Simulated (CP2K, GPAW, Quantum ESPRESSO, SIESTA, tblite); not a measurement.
**tblite runs on amorphous carbon (160 atoms)**

How do the settings of tblite change the result for amorphous carbon (160 atoms)? A plane-wave run serves as the yardstick.

Program: tblite 0.8.0. Level of theory: the method is named at each step. Results are calculated unless marked as measured.

## 1. The structure

The cell holds 160 atoms: 160 C. Its edges and angles: a = 12.341 Å, b = 12.341 Å, c = 12.341 Å, α = 90.0°, β = 90.0°, γ = 90.0°. 160 atoms (160 C) placed at random at 1.7 g/cm³, melted at 6000 K for 10 ps at fixed volume with the LCBOP (Los and Fasolino, Phys. Rev. B 68, 024107 (2003)). Quenched from 4800 K to 100 K at 500 K/ps and fixed volume, held 5 ps. Then every atom was moved at random, 0.03 Å r.m.s. a Cartesian component.

The yardstick, on the same geometry:

- method: Kohn-Sham DFT, PBE, SSSP efficiency 1.3.0 pseudopotentials, plane waves (Quantum ESPRESSO 7.5); sssp-pbe-1.3.0-efficiency, cutoffs 45/360 Ry, Γ point
- r.m.s. force component: 2.02 eV/Å
- longest force: 9.989 eV/Å
- pressure: -10.11 GPa
- time: 5.2 min on 4 MPI ranks of Arm Neoverse V1, shared host
- CPU time: 21 min

## 2. GFN1-xTB

Method: GFN1-xTB tight binding, diagonalisation.

File run.py:

```python
import numpy as np
from ase.io import read
from tblite.ase import TBLite

atoms = read("structure.xyz")
atoms.calc = TBLite(method="GFN1-xTB", electronic_temperature=580, accuracy=1.0, max_iterations=250, mixer_damping=0.1, verbosity=1)
energy = atoms.get_potential_energy()
forces = atoms.get_forces()
print(f"energy {energy:.6f} eV")
print("forces (eV/A)")
for i, (a, f) in enumerate(zip(atoms, forces)):
    print(f"{i:4d} {a.symbol:2s} {f[0]:10.5f} {f[1]:10.5f} {f[2]:10.5f}")
stress = -atoms.get_stress(voigt=False) * 160.21766
print("stress (GPa, compression positive)")
for row in stress:
    print(" ".join(f"{x:10.4f}" for x in row))
print("charges (e)")
print(np.array2string(atoms.get_charges(), precision=4, suppress_small=True, max_line_width=110, threshold=100000))
```

File structure.xyz:

```xyz
160
Lattice="12.34060 0.00000 0.00000 0.00000 12.34060 0.00000 0.00000 0.00000 12.34060" Properties=species:S:1:pos:R:3 pbc="T T T"
C 3.40440 9.66726 8.25993
C 9.03369 10.71855 0.40465
C 9.16117 11.39408 9.16907
C 7.84986 11.97199 8.59436
C 11.00905 0.82707 5.83575
C 2.20601 2.41135 3.20473
C 5.74048 4.54788 8.99235
C 10.45212 2.25636 0.29062
C 4.40448 6.46746 0.30518
C 6.20165 7.59539 10.08128
C 7.45779 1.91872 7.91736
C 9.48313 2.03188 1.24949
C 9.12378 10.29021 11.33657
C 2.06273 9.77425 4.42127
C 6.94739 3.35035 6.03492
C 0.67577 9.38392 8.10185
C 11.59622 3.55928 10.56898
C 8.92793 9.63850 1.35265
C 11.06409 8.86191 3.61493
C 4.85047 7.70337 7.35068
C 4.34290 5.00016 0.13760
C 5.28350 0.00062 4.94969
C 4.99905 4.93340 5.54068
C 3.48684 2.51403 2.75405
C 5.27487 8.57758 9.69897
C 9.37170 6.85718 2.15183
C 4.19963 5.41654 6.57384
C 1.07104 3.31604 7.44854
C 1.16051 10.02205 11.98322
C 7.00736 1.68795 9.34541
C 8.99074 5.63336 6.85187
C 10.16273 10.82900 8.22982
C 9.40169 11.37273 10.51148
C 5.61769 4.43657 2.19070
C 6.74056 0.26878 9.43846
C 5.34027 11.94484 9.71625
C 5.39161 5.94977 4.40411
C 2.21119 1.40547 10.15656
C 7.66080 11.17355 4.36216
C 10.27910 5.68371 7.46174
C 9.27211 0.57729 1.62822
C 0.97676 0.56693 9.86902
C 8.27993 3.61333 10.74817
C 8.06372 3.06084 5.19292
C 9.74636 0.18499 11.45479
C 8.97125 9.95121 2.82711
C 3.51917 1.23517 9.25854
C 3.33665 9.58778 3.91543
C 7.78359 5.66804 7.69844
C 9.01826 8.75837 5.09988
C 6.71477 6.47388 12.25718
C 3.78424 6.84977 6.96590
C 4.10745 12.22892 8.97951
C 5.49663 7.97844 3.37972
C 0.06849 2.90239 5.32040
C 9.57470 0.73217 5.36754
[... 100 atom lines left out ...]
C 3.68342 4.43817 7.49975
C 1.28046 3.33640 2.41308
C 4.55306 3.86717 8.48095
C 8.34558 10.98980 5.73900
```

Command:

```
> OMP_NUM_THREADS=1 python run.py > output.txt
```

Output:

```text
------------------------------------------------------------
  cycle        total energy    energy error   density error
------------------------------------------------------------
      1     -333.5370984877  -3.3790710E+02   8.8806955E-01
      2     -333.8096952387  -2.7259675E-01   7.9934436E-01
      3     -324.7668240052   9.0428712E+00   5.0150961E-01
      4     -331.7350943498  -6.9682703E+00   1.8503828E-01
      5     -332.9292364136  -1.1941421E+00   1.1590113E-01
      6     -333.5445831259  -6.1534671E-01   7.8244075E-02
      7     -333.9675458627  -4.2296274E-01   4.4104892E-02
      8     -334.1307510968  -1.6320523E-01   2.1532039E-02
      9     -334.1597512300  -2.9000133E-02   1.2132703E-02
     10     -334.1634241452  -3.6729151E-03   1.0587671E-02
     11     -334.1683033977  -4.8792525E-03   6.0746493E-03
     12     -334.1697576228  -1.4542251E-03   5.5869870E-03
     13     -334.1723468787  -2.5892559E-03   1.9110835E-03
     14     -334.1723013072   4.5571575E-05   1.7638646E-03
     15     -334.1723968629  -9.5555754E-05   1.3448452E-03
     16     -334.1724377310  -4.0868105E-05   1.0020345E-03
     17     -334.1724508586  -1.3127623E-05   6.9324922E-04
     18     -334.1724654078  -1.4549166E-05   3.6751484E-04
     19     -334.1724698328  -4.4250188E-06   1.5417010E-04
     20     -334.1724710934  -1.2605573E-06   7.7974309E-05
     21     -334.1724712759  -1.8247403E-07   5.0744957E-05
     22     -334.1724714813  -2.0544849E-07   1.3856340E-05
------------------------------------------------------------
 total:                                   6.579 sec
energy -9093.296120 eV
forces (eV/A)
   0 C    -0.18525   -2.51007   -0.38571
   1 C     0.63884    0.67981   -0.54411
   2 C    -3.53571    1.30954   -5.85227
   3 C     1.22202    0.24520    2.66579
   4 C    -6.03627   -0.16091   -2.23191
   5 C    -1.49789    0.07011   -0.27484
   6 C     0.40374    0.80135    0.55586
   7 C     3.67004    2.22929   -1.70602
   8 C    -2.07876    0.17944   -1.75459
   9 C     2.07756   -0.39682   -2.18231
  10 C     0.74900   -0.02041    0.39212
  11 C    -2.93652    1.09745    3.39800
  12 C    -0.80884   -2.98440    1.73425
  13 C     0.35492    2.16602    0.49715
  14 C     2.04143   -0.59440   -4.48549
  15 C    -0.10158   -1.64888   -1.00549
  16 C    -1.14154    1.32784    0.20599
  17 C     0.63525    1.65622    0.11895
  18 C    -4.69364    0.59179    0.49307
  19 C    -0.00729    0.08406    0.85996
  20 C    -1.16312    3.19117   -3.99012
  21 C    -1.14806   -0.70046    1.06051
  22 C    -0.10098    3.28716   -0.49502
  23 C     2.42970    0.40319   -0.69910
[...]
152 C     2.22630    0.32295   -0.44167
 153 C     5.95117   -0.56093   -0.86651
 154 C    -2.23453    0.98478    1.41142
 155 C    -1.28548   -2.76860    1.25270
 156 C    -1.43726   -3.51847    2.18426
 157 C     1.25835   -0.76247    0.39083
 158 C    -1.73021   -1.54895   -1.03177
 159 C     1.89791    0.45565    1.75930
stress (GPa, compression positive)
  -16.4075     0.1954    -0.2916
    0.1954   -17.5532    -1.9661
   -0.2916    -1.9661   -12.6921
charges (e)
[ 0.0178 -0.028   0.0188 -0.0114 -0.0001  0.0102 -0.0149  0.0081  0.0375  0.0186  0.0144 -0.0027 -0.0137
  0.0344  0.0254 -0.0285  0.0388  0.0035 -0.0448  0.0112  0.0078  0.0303  0.0021 -0.0052  0.0344 -0.0929
  0.016  -0.0514  0.0038  0.0226  0.0162  0.0025  0.013   0.0041  0.0135  0.0227 -0.0223 -0.0198 -0.0036
  0.0113  0.0175  0.0194 -0.0325 -0.0628 -0.0266  0.022  -0.0193 -0.0552 -0.011  -0.0219 -0.0078 -0.0053
  0.0245 -0.003   0.027   0.0039 -0.032  -0.0166  0.0165 -0.0041 -0.0519 -0.0121  0.0091  0.0351  0.0369
 -0.0061 -0.024  -0.0055  0.0172  0.0093  0.0049  0.0036 -0.0557  0.009  -0.0017 -0.0259 -0.006   0.
  0.012  -0.0199  0.0116 -0.0459 -0.0874 -0.0042  0.0415 -0.0298  0.0124 -0.0038 -0.0278 -0.0066  0.0161
 -0.0117  0.0322  0.0061 -0.0096 -0.0022  0.0533  0.0119  0.0071  0.0732  0.0344  0.0005 -0.0072  0.0151
 -0.0054 -0.0414  0.0478 -0.0234 -0.0566  0.0151 -0.0709 -0.0107  0.0133  0.0401 -0.0035 -0.03    0.0026
  0.0602  0.0177 -0.031   0.0025  0.0078  0.0101 -0.0152 -0.0222 -0.005   0.0002 -0.0024  0.0013  0.0073
 -0.0044  0.0541  0.0369 -0.0224  0.02   -0.0221  0.0344  0.015  -0.0019 -0.125  -0.029   0.0327  0.0128
  0.0265 -0.0012  0.0297  0.0393  0.005   0.0128  0.0003  0.0188  0.0133 -0.0095  0.0011 -0.0095 -0.0131
  0.0091  0.0082  0.0277 -0.0087]
```

Elapsed: 7.7 s, on 1 thread of Arm Neoverse V1, shared host; peak memory 0.15 GiB.

Banners, paths, timers and routine set-up lines are dropped from the logs unmarked, and long logs keep their key lines alone; longer cuts are marked.

Compared with the plane-wave run:

```
r.m.s. force component                  : 2.122 eV/Å
r.m.s. difference of force components   : 360.5 meV/Å
longest difference of force vectors     : 1416 meV/Å
force difference over r.m.s. force      : 17.85 %
slope of forces against the reference's : 1.036
correlation of force components         : 0.986
pressure                                : -15.55 GPa
pressure difference                     : -5.441 GPa
```

Local excerpt of 9 atoms (numbers count through the whole input) about C120, picked at random; x, y, z are measured from there.

| atom | x | y | z | distance (Å) | bonds | Mulliken charge (e) | Fx | Fy | Fz (eV/Å) |
| --- | --- | --- | --- | --- | --- | --- | --- | --- | --- |
| C120 | 0.00 | 0.00 | 0.00 | 0.00 | 2 | -0.03 | -1.57 | -2.39 | 4.01 |
| C29 | -0.27 | -0.68 | 1.12 | 1.34 | 2 | 0.00 | 1.66 | 3.66 | -6.13 |
| C133 | -0.41 | 0.77 | -1.09 | 1.40 | 3 | 0.04 | -0.10 | -1.67 | -1.84 |
| C42 | -0.45 | 2.21 | -1.00 | 2.46 | 3 | 0.02 | 2.03 | 1.83 | 0.81 |
| C103 | -1.13 | 0.09 | -2.21 | 2.48 | 3 | -0.01 | 0.76 | -2.19 | -0.49 |
| C88 | -0.49 | -1.13 | 2.31 | 2.62 | 2 | 0.00 | -1.91 | -1.71 | 4.93 |
| C16 | -0.75 | -1.32 | -2.76 | 3.15 | 3 | -0.03 | -0.10 | -1.65 | -1.01 |
| C38 | 0.78 | 3.05 | -0.71 | 3.22 | 3 | -0.02 | 0.42 | 1.12 | 0.27 |
| C61 | 2.66 | -1.84 | 0.86 | 3.35 | 2 | -0.05 | -0.56 | -5.24 | 2.30 |

Atoms are counted from 1 here, from 0 in the log.

Forces lie 18 % from the reference's, at 0.0058 times its CPU time (on 1 against 4 cores).

## 3. GFN2-xTB

Method: GFN2-xTB tight binding, diagonalisation.

run.py: that of step 2 with these lines changed.

```diff
@@ -5,3 +5,3 @@
 atoms = read("structure.xyz")
-atoms.calc = TBLite(method="GFN1-xTB", electronic_temperature=580, accuracy=1.0, max_iterations=250, mixer_damping=0.1, verbosity=1)
+atoms.calc = TBLite(method="GFN2-xTB", electronic_temperature=580, accuracy=1.0, max_iterations=250, mixer_damping=0.1, verbosity=1)
 energy = atoms.get_potential_energy()
```

structure.xyz is that of step 2.

Output:

```text
------------------------------------------------------------
  cycle        total energy    energy error   density error
------------------------------------------------------------
      1     -337.9689268764  -3.4331697E+02   2.3885742E-01
      2     -338.1700763484  -2.0114947E-01   2.1471668E-01
      3     -336.8637062526   1.3063701E+00   1.8999116E-01
      4     -337.6672238905  -8.0351764E-01   9.7037466E-02
      5     -336.5315796062   1.1356443E+00   7.0802958E-02
      6     -338.3998467977  -1.8682672E+00   2.8761943E-02
      7     -338.5266894561  -1.2684266E-01   2.6214368E-02
      8     -338.7691634232  -2.4247397E-01   1.0480177E-02
      9     -338.7833155126  -1.4152089E-02   8.6121766E-03
     10     -338.7927977512  -9.4822386E-03   6.4356135E-03
     11     -338.7985739329  -5.7761817E-03   4.7833086E-03
     12     -338.8023094588  -3.7355258E-03   3.2287074E-03
[...]
20     -338.8028119878  -7.0002710E-07   1.1750697E-04
     21     -338.8028120449  -5.7111890E-08   8.2032723E-05
     22     -338.8028113643   6.8063866E-07   6.0976541E-05
     23     -338.8028127861  -1.4218052E-06   1.7565347E-05
     24     -338.8028128235  -3.7375685E-08   1.1930402E-05
------------------------------------------------------------
 total:                                  16.820 sec
energy -9219.294126 eV
forces (eV/A)
   0 C    -0.18980   -2.41501   -0.47578
   1 C     0.70284    0.63781   -0.52132
   2 C    -3.45645    1.29886   -5.70803
   3 C     1.28815    0.45309    2.69729
   4 C    -5.93016   -0.11455   -2.23938
   5 C    -1.47500   -0.00217   -0.24125
   6 C     0.44869    0.76316    0.54995
   7 C     3.35348    2.02259   -1.68600
   8 C    -1.97538    0.15298   -1.85183
   9 C     2.03400   -0.47927   -2.21785
  10 C     0.71740   -0.03220    0.35053
  11 C    -2.79875    1.01442    3.30099
[...]
155 C    -1.35944   -2.77882    1.16291
 156 C    -1.45834   -3.47451    2.12471
 157 C     1.37310   -0.57269    0.29962
 158 C    -1.75683   -1.55242   -0.91682
 159 C     1.99142    0.49718    1.68998
stress (GPa, compression positive)
  -18.4538     0.2549    -0.2148
    0.2549   -19.9750    -1.9708
   -0.2148    -1.9708   -15.0949
charges (e)
[ 0.0166 -0.023   0.0128 -0.01    0.0049  0.0031 -0.0045  0.015   0.0354  0.0117  0.0041  0.0005 -0.012
  0.0338  0.0208 -0.0208  0.0175  0.0025 -0.0511  0.0038  0.0133  0.0345  0.0004 -0.0075  0.0281 -0.085
  0.0184 -0.0441  0.0013  0.0292  0.0154  0.0087  0.01   -0.0003  0.0087  0.0244 -0.0259 -0.0209  0.0144
  0.0175  0.0135  0.0179 -0.0348 -0.0708 -0.021   0.0181 -0.0153 -0.045  -0.0089 -0.0073 -0.0058 -0.0018
  0.0282  0.0025  0.0155  0.0004 -0.0431 -0.0135  0.0112  0.0003 -0.0444 -0.0046  0.0025  0.0237  0.0254
 -0.0037 -0.0208 -0.0054  0.0115 -0.0254  0.008   0.0125 -0.0476  0.009   0.0001 -0.0321 -0.0061 -0.0062
  0.0099 -0.0203  0.0177 -0.0264 -0.0987  0.0023  0.0292 -0.0345  0.0062 -0.0021 -0.0065 -0.0037  0.0285
 -0.0005  0.0269  0.0032 -0.005  -0.0023  0.053  -0.0049  0.0093  0.0542  0.0285  0.013  -0.0038  0.0069
 -0.0026 -0.0488  0.0415 -0.0166 -0.0622  0.0193 -0.0615 -0.0059  0.0033  0.0274  0.0014 -0.0257  0.0011
  0.0618  0.014  -0.0271  0.0015  0.0086  0.0054 -0.0051 -0.0227 -0.0093 -0.001  -0.0012 -0.0058  0.0042
  0.0041  0.0525  0.0402 -0.0256  0.0274 -0.0186  0.0337  0.0245  0.0021 -0.1201 -0.0227  0.0289  0.0112
  0.0233  0.0031  0.0272  0.0381 -0.0016  0.0208  0.0018  0.0184  0.0092 -0.004   0.0008 -0.0226 -0.0134
  0.0205  0.0098  0.0211 -0.0023]
```

Wall time 18 s (1 thread); peak memory 0.16 GiB.

Compared with the plane-wave run:

```yaml
r_m_s_force_component: 2.084 eV/Å
r_m_s_difference_of_force_components: 350.2 meV/Å
longest_difference_of_force_vectors: 1240 meV/Å
force_difference_over_r_m_s_force: 17.34 %
slope_of_forces_against_the_reference_s: 1.018
correlation_of_force_components: 0.9859
pressure: -17.84 GPa
pressure_difference: -7.731 GPa
```

Against the first run (18 %), the force difference from the reference is 17 %, at 2.4 times the CPU time.

## 4. The ladder

Differences are against the plane-wave reference, forces as r.m.s. over components; share is that over the reference's r.m.s. force, slope the least-squares factor from reference forces to these. Total energies of different programs have different zeros and aren't compared.

```csv
run,"Δ force, r.m.s. (meV/Å)",share (%),slope,Δ pressure (GPa),cores,CPU time,memory (GiB)
reference,-,-,-,-,4,21 min,7.0
tblite GFN1-xTB,360,17.8,1.036,-5.44,1,7.2 s,0.15
tblite GFN2-xTB,350,17.3,1.018,-7.73,1,17 s,0.16
```

CPU time is summed over cores on a shared host, where runs went side by side, so it is rough. Symmetry, cutoffs, thresholds, outputs and thread counts weren't matched or tuned between programs; memory under MPI is the largest rank's times the ranks.

A second geometry, displaced anew (every atom was moved at random, 0.08 Å r.m.s. a Cartesian component), gives an energy difference that all programs can be tested on. The reference puts it at 180.2 meV/atom.

```
            run  energy less the first geometry's (meV/atom)  error (meV/atom)  force share at the second geometry (%)
tblite GFN1-xTB                                        174.2             -6.05                                    10.9
tblite GFN2-xTB                                        172.9             -7.33                                    10.8
```

## 5. Outcome

- nearest in forces: tblite GFN2-xTB, 17 %
- its CPU time: 17 s

In words: Tight binding differs by 17 % (tblite GFN2-xTB) to 18 % (tblite GFN1-xTB); it is another model, with fitted parameters of its own, and the xTB methods hold dispersion. Of the electronic-structure runs that take under half the reference's CPU time, tblite GFN2-xTB is among the nearest, at 17 % in 17 s against 21 min; its pressure misses by -7.7 GPa. The energy difference between the two geometries, 180 meV/atom in the reference, is met best by tblite GFN1-xTB (-6.05) and worst by tblite GFN2-xTB (-7.33). Periodic xTB results under one method name differ between programs and library versions. Forces of 2.0 eV/Å r.m.s. are well above thermal ones: they come largely from the bond lengths of the classical model and from the random displacements, and they dominate the comparison. The reference's pressure holds the uncorrected Pulay stress of its 45 Ry basis, so small pressure differences, and their order, may be the reference's own error. The quench rate of 500 K/ps is many orders above laboratory rates, so the cell is likely richer in defects and strain than a real sample. The network of bonds at the start is that of the classical potential that made the cell, and needn't be the one that DFT or experiment would give. The reference's stress is far from hydrostatic: its diagonal is -11.1, -12.1, -7.1 GPa, compression counted positive. The electronic-structure runs sample only Γ, in a cell whose shortest periodic width is 12 Å, which is coarse for a cell with partly filled levels.

[Also dropped from logs without a mark: logging warnings of Python, and SIESTA's first energy breakdown and zero terms.]

[Logs are printed without paths, hosts, clocks, repeated set-up lines and the standing remarks that a program may print on its own settings, such as how far it seeks lower states.]

[Hosts, paths, dates, database ids (printed as entryN), source tags and the programs' standing remarks are cut or masked in the printed files.]
